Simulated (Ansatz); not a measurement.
# CsH (Pm-3m): from the cell to its phonons, part 3 of 4

Aim: the vibrations of CsH (Pm-3m), their spectra, and whether the structure is stable.

Ansatz 0.2.0; DFT LDA, scalar-relativistic, plane waves, PAW.

So far. Step 4 (Tight relaxation): The forces vanish by symmetry and the pressure is -0.003 GPa, within the tolerances set. The cell now holds 24.09 Å³/atom. Step 5 (Modes at Γ): Before it was imposed, the acoustic sum rule was missed by 2.3e-5 eV/Å² and the charge sum rule by 4.3e-4 e. Small misses are needed for a sound result but don't prove that mesh and cutoff are converged. The lowest optical mode is real, 416 cm⁻¹. The relaxed cell has a = 3.639 Å (conventional setting).

## 6. The dispersion

Stability and thermal properties need the whole zone. Linear response on a 4×4×4 q mesh gives force constants as far as a supercell of that size would, and the tensors from the zone-centre run are typed in so that the long-range dipole term is interpolated apart.

input.yaml

```yaml
crystal:
  lattice:
    - [3.6385986822, 0.0, 0.0]
    - [0.0, 3.6385986822, 0.0]
    - [0.0, 0.0, 3.6385986822]
  atoms:
    - { symbol: Cs, position: [0.0, 0.0, 0.0] }
    - { symbol: H, position: [0.5, 0.5, 0.5] }
kpoints:
  mp_grid: { grid: [8, 8, 8] }
hamiltonian:
  xc: lda
scf:
  occupations: { method: fixed }
output:
  eigenvalues: true
phonons:
  method: dfpt
  qmesh: [4, 4, 4]
  temperatures: { t_max: 1000, t_step: 50 }
  qpath:
    path:
      - [[0.0, 0.0, 0.0], [0.0, 0.5, 0.0], [0.5, 0.5, 0.0], [0.0, 0.0, 0.0], [0.5, 0.5, 0.5], [0.0, 0.5, 0.0]]
      - [[0.5, 0.5, 0.5], [0.5, 0.5, 0.0]]
    npoints: 10
  non_analytic_term:
    high_frequency_dielectric_tensor: [[4.2015, 0.0, 0.0], [0.0, 4.2015, 0.0], [0.0, 0.0, 4.2015]]
    born_effective_charges:
      - { species: Cs, tensor: [[1.1643, 0.0, 0.0], [0.0, 1.1643, 0.0], [0.0, 0.0, 1.1643]] }
      - { species: H, tensor: [[-1.1643, 0.0, 0.0], [0.0, -1.1643, 0.0], [0.0, 0.0, -1.1643]] }
    source: "zone-centre run at this cell"
```

Run with:

```bash
$ ansatz run input.yaml --threads 4 --pin off --max-ram 7168MiB --backend cpu --events-out ev --progress --plain --runs-dir out
```

Numbers of over 12 decimals in the logs are rounded to 6 here.

Output:

```text
[...]
Crystal: 2 atoms, lattice volume = 48.173 Å³
Basis set: ecut = 420 eV, 925 PW (Γ), exchange–correlation on 50×50×50 points (8 copies of the dense FFT grid, shifted against one another)
Bands: 9, of which v1, the nominal top of the filled ones, is band 5 counted from 1 (4 counted from 0)
Symmetry: 48 space group operations
k-points: 35 of 512
[...]
SCF iter   1: F=—  HF=-5520.975967 eV  |F-HF|=—  |Δ(HF+E_count)|=         —  Δρ=9.05e-3  dr2=4.70e-2  ethr=1.77e-3  ⟨swp⟩=5.1  Hψ=2065  notcnv=0  defer=62
[...]
SCF iter   7: F=-5520.958442 eV  HF=-5520.958442 eV  |F-HF|=0.00e0  |Δ(HF+E_count)|=  1.55e-10  Δρ=7.62e-8  dr2=1.69e-12  ethr=1.00e-12  ⟨swp⟩=8.3  Hψ=2228  notcnv=0
SCF 1 converged in 7 iterations: F = -5520.958442 eV  dr2 = 1.69e-12
[...]
NSCF: frozen V_eff on 35 k-points
[...]
DFPT response loops at q = (0, 0, 0) (fractional): preconditioner auto → none (the input reference at scf.mixing.eps_inf says where Resta's filter doesn't serve); β = 0.50; Broyden in place of MSR1
[...]
SCF converged after 7 iterations
Free energy (F): -5520.958442 eV
[...]
Internal energy: -5520.958442 eV  (E = F + TS)
E sigma→0 (E₀):  -5520.958442 eV
Fermi energy:    5.325282 eV
[...]
--- Band table (eV; the first three rows and the last of 35) ---
[...]
--- Phonons (Γ-DFPT): 2 representative perturbations + reference (Σ response iterations 7) ---
  ASR residual: 1.807e-5 → 0.000e0 eV/Å²; symmetrization residual: 7.728e-8 eV/Å²
  ASR residual per site (eV/Å²): 1.81e-5 5.98e-6
  Γ frequencies (cm⁻¹): 0.00 0.00 0.00 416.09 416.09 416.09
--- Phonons (arbitrary-q DFPT): 10 irreducible q on the 4×4×4 mesh ---
  q = [0.0000, 0.0000, 0.0000] (star 1, of the zone-centre solve; hermiticity 2.43e-7, symmetrization 7.50e-14): -0.00 -0.00 0.00 416.09 416.09 416.09
  q = [0.0000, 0.0000, 0.2500] (star 6, 4 solved perturbations in 640 linear systems a pass and spin channel, the states on 200 of 512 k-point pairs; hermiticity 6.78e-8, symmetrization 1.11e-13): 26.11 26.11 68.66 460.56 460.56 716.78
[...]
q = [0.0000, 0.2500, -0.5000] (star 12, 6 solved perturbations on 200 of 512 k-point pairs; hermiticity 7.92e-8, symmetrization 5.10e-15): 30.17 66.18 91.87 455.48 494.19 617.58
[...]
sum rule: each row above includes the acoustic sum rule's correction from the zone centre's row sums; it moved no ω² by more than (1.27 cm⁻¹)²
  mesh force constants: q→R imaginary residual 2.03e-19; ASR residual 1.807e-5 → 0.000e0 eV/Å²; symmetrization residual 2.220e-15 eV/Å²
  interpolated dispersion: 63 rows × 6 modes
  density of states and harmonic sums: on the 20×20×20 q-mesh, interpolated from the force constants of a 4×4×4 supercell (with the dipole–dipole term of supplied tensors)
  largest difference from the sums on the solved wave vectors: F 9.79e-3 eV, S 1.39e-5 and C_V 3.99e-6 eV/K
  zero-point energy: 0.109557 eV/cell   skipped modes (ω ≤ 0): 3   left out of the sums: 6.25e-5 of the cell's modes: C_V's classical limit lies that fraction below 3 k_B per atom; for a crystal, a wire or a layer, F and S can be off by more, and a phonons.interpolated_qmesh denser along its periods is the remedy for the sampling
```

Elapsed: 37 s, on 4 threads of Intel Xeon 6975P-C (Granite Rapids), shared host; peak memory 0.69 GiB; 2.1 min of CPU time.

This step gave:

```
sum-rule residual before enforcement                       : 1.81e-5 eV/Å²
lowest frequency on the path                               : 0 cm⁻¹
highest frequency on the path or at a solved wavevector    : 722.3 cm⁻¹
mean frequency                                             : 294.6 cm⁻¹
Debye temperature (second moment)                          : 705 K
logarithmic mean frequency                                 : 173.9 cm⁻¹
lowest mode on the q mesh (acoustic modes at Γ apart)      : 26.11 cm⁻¹
zero-point energy per atom                                 : 54.78 meV
heat capacity at 300 K                                     : 19.90 J/(mol atoms K)
vibrational entropy at 300 K                               : 32.41 J/(mol atoms K)
edges of the widest gap between branches, on path and mesh : 96.5, 404.2 cm⁻¹
```

Frequencies (cm⁻¹) solved at each irreducible wavevector; negative means imaginary. Frequencies by wavevector, by row:

```
q in reciprocal lattice units  star  mode 1  mode 2  mode 3  mode 4  mode 5  mode 6
                        0 0 0     1       0       0       0   416.1   416.1   416.1
                     0 0 0.25     6    26.1    26.1    68.7   460.6   460.6   716.8
                     0 0 -0.5     3    31.9    31.9    96.5   497.5   497.5   722.3
                  0 0.25 0.25    12    28.7    63.3      73     459   464.2   654.5
                  0 0.25 -0.5    12    30.2    66.2    91.9   455.5   494.2   617.6
                  0 -0.5 -0.5     3      28    86.4    86.4   404.2   493.1   493.1
               0.25 0.25 0.25     8    63.1    63.1    71.9   499.8   499.8     585
               0.25 0.25 -0.5    12    61.8    65.7    87.9   463.5   532.6   575.6
               0.25 -0.5 -0.5     6    61.2    83.3    83.3     511   535.7   535.7
               -0.5 -0.5 -0.5     1    79.9    79.9    79.9   572.6   572.6   572.6
```

Interpolated from a 4×4×4 q mesh, with the LO-TO term (at Γ the limit along the path; where Γ stands inside the path, tables give the limit on arrival). Phonon branches along the path, in cm⁻¹:

```
    point  branch 1  branch 2  branch 3  branch 4  branch 5  branch 6
        Γ         0         0         0       416       416       709
  halfway        26        26        69       461       461       717
        X        32        32        96       498       498       722
  halfway        30        66        92       456       494       618
        M        28        86        86       404       493       493
  halfway        29        63        73       459       464       654
        Γ         0         0         0       416       416       709
  halfway        63        63        72       500       500       585
        R        80        80        80       573       573       573
  halfway        62        66        88       464       533       576
        X        32        32        96       498       498       722
jump to R        80        80        80       573       573       573
  halfway        61        83        83       511       536       536
        M        28        86        86       404       493       493
```

The phonon branches as a text plot (rows in cm⁻¹):

```
    707 |*********             ******                   **
    677 |         *           *      **                *
    647 |          *         *         *              *
    617 |                  **                        *
    587 |           *     *             *     **    *
    557 |            *                     ***  ****      ***
    527 |             *  *               ****     * **      **
    497 |     *************             *          *  ****   ****
    466 |   **    **       ****      ***            ****      *
    436 | **        **   **    **  **                          *
    406 |*            ***        **                             *
    376 |
    346 |
    316 |
    286 |
    256 |
    226 |
    196 |
    166 |
    135 |
    105 |      ******                                *****
     75 |   ***     ***********        **************     *******
     45 | **  ******          ***   ****             *****    ***
     15 |*****      ****************
         Γ      X      M          Γ            R        X|R     M
```

Tetrahedra on a 20×20×20 mesh, mean over bins of 10 cm-1. Interpolated from a 4×4×4 q mesh. The phonon density of states by wavenumber; read off at these points:

wavenumber (cm⁻¹), phonon density of states (1/cm⁻¹/cell) and a bar:
```
        5     0.0002 
       35     0.0497 #####################
       75     0.0490 #####################
       85     0.0704 ##############################
      105     0.0000 
      145     0.0000 
      175     0.0000 
      215     0.0000 
      245     0.0000 
      275     0.0000 
      315     0.0000 
      345     0.0000 
      385     0.0000 
      415     0.0013 #
      455     0.0212 #########
      465     0.0333 ##############
      485     0.0207 #########
      495     0.0290 ############
      515     0.0122 #####
      555     0.0155 #######
      585     0.0044 ##
      625     0.0041 ##
      655     0.0042 ##
      695     0.0051 ##
      725     0.0001
```

The partial phonon density of states has structure finer than the step of the table below, so its rows give means over 25 cm⁻¹, whole bins alone (the curve runs from -10 to 754 cm⁻¹). Peaks (cm⁻¹: height): Cs 33.2: 0.0401, 81.3: 0.0625; H 465.6: 0.0295, 494.4: 0.0258, 556.9: 0.0150, 705.8: 0.00625.

Phonopy on the run's constants, 15x15x15 mesh, Gaussian sigma 5.5 cm-1. Interpolated from a 4×4×4 q mesh. Table of partial phonon density of states by wavenumber; means over each step; values in 1/cm⁻¹/cell:

```
wavenumber (cm⁻¹)      Cs        H
               25  0.0213   3.0e-5
               50  0.0343   3.3e-5
               75  0.0493   2.8e-5
              100  0.0146   3.0e-6
              125  4.3e-6        0
              150       0        0
              175       0        0
              200       0        0
              225       0        0
              250       0        0
              275       0        0
              300       0        0
              325       0        0
              350       0        0
              375       0        0
              400       0   3.0e-4
              425  8.2e-6  0.00397
              450  2.5e-5   0.0171
              475  1.8e-5   0.0250
              500  3.7e-6   0.0210
              525       0   0.0107
              550       0   0.0121
              575       0  0.00624
              600       0  0.00457
              625  7.4e-7  0.00359
              650  7.9e-6  0.00454
              675  1.0e-5  0.00424
              700  1.5e-5  0.00529
              725  2.7e-6  0.00137
```

Second derivatives of the energy by pair, one row for each kind of neighbour of each atom listed. Each entry sums the pair over the periodic images of the supercell that the q mesh stands for, and in a polar crystal it holds the long-range dipole part too. Force constants by pair, by row:

```
atom  neighbour  distance (Å)  third of the trace (eV/Å²)  along the pair's line (eV/Å²)
 Cs1     itself             0                        2.22                              –
 Cs1          H         3.151                     -0.1217                        -0.0981
 Cs1         Cs         3.639                     -0.1811                        -0.8138
 Cs1         Cs         5.146                     -0.0154                        -0.1084
 Cs1          H         6.034                       0.006                         0.0515
 Cs1         Cs         6.302                     -0.0051                        -0.0457
 Cs1         Cs         7.277                     -0.0249                         -0.084
  H2     itself             0                       1.043                              –
  H2         Cs         3.151                     -0.1217                        -0.0981
  H2          H         3.639                      0.0076                         -0.115
  H2          H         5.146                     8.00e-4                         -0.052
  H2         Cs         6.034                       0.006                         0.0515
  H2          H         6.302                     -0.0303                        -0.0955
  H2          H         7.277                     -0.0017                        -0.0375
```

Harmonic thermodynamic functions per atom, from the density of states. Interpolated from a 4×4×4 q mesh. Thermodynamic functions, by row:

```
T (K)  F_vib (meV/atom)  S (J/mol-atom/K)  C_V (J/mol-atom/K)
    0             54.78                 0                   0
   50             53.23              7.76                 9.5
  100             47.11             15.27               12.06
  200             25.94                25               16.59
  300             -3.96             32.41                19.9
  400            -40.77             38.41               21.72
  500            -83.23             43.38               22.75
  600            -130.4             47.59               23.36
  700            -181.7             51.22               23.76
  800            -236.4             54.41               24.02
  900            -294.3             57.25               24.21
 1000              -355             59.81               24.34
```

Harmonic mean-square displacement, third of the trace. Interpolated from a 4×4×4 q mesh. Mean square displacements, by row:

```
T (K)  Cs1 U_eq (Å²)  H2 U_eq (Å²)
    0        0.00238       0.03264
  100        0.00797       0.03401
  300        0.02311       0.04346
  600        0.04607       0.06919
```

Symmetry leaves 10 wavevectors to solve. The lowest mode among them, the acoustic zeros apart, lies at q = (0, 0, 0.25) and is real, 26.1 cm⁻¹.

[end of part 3 of 4]

[Logs are printed without paths, hosts, clocks, repeated set-up lines and the standing remarks that a program may print on its own settings, such as how far it seeks lower states.]

[Hosts, paths, dates, database ids (printed as entryN), source tags and the programs' standing remarks are cut or masked in the printed files.]
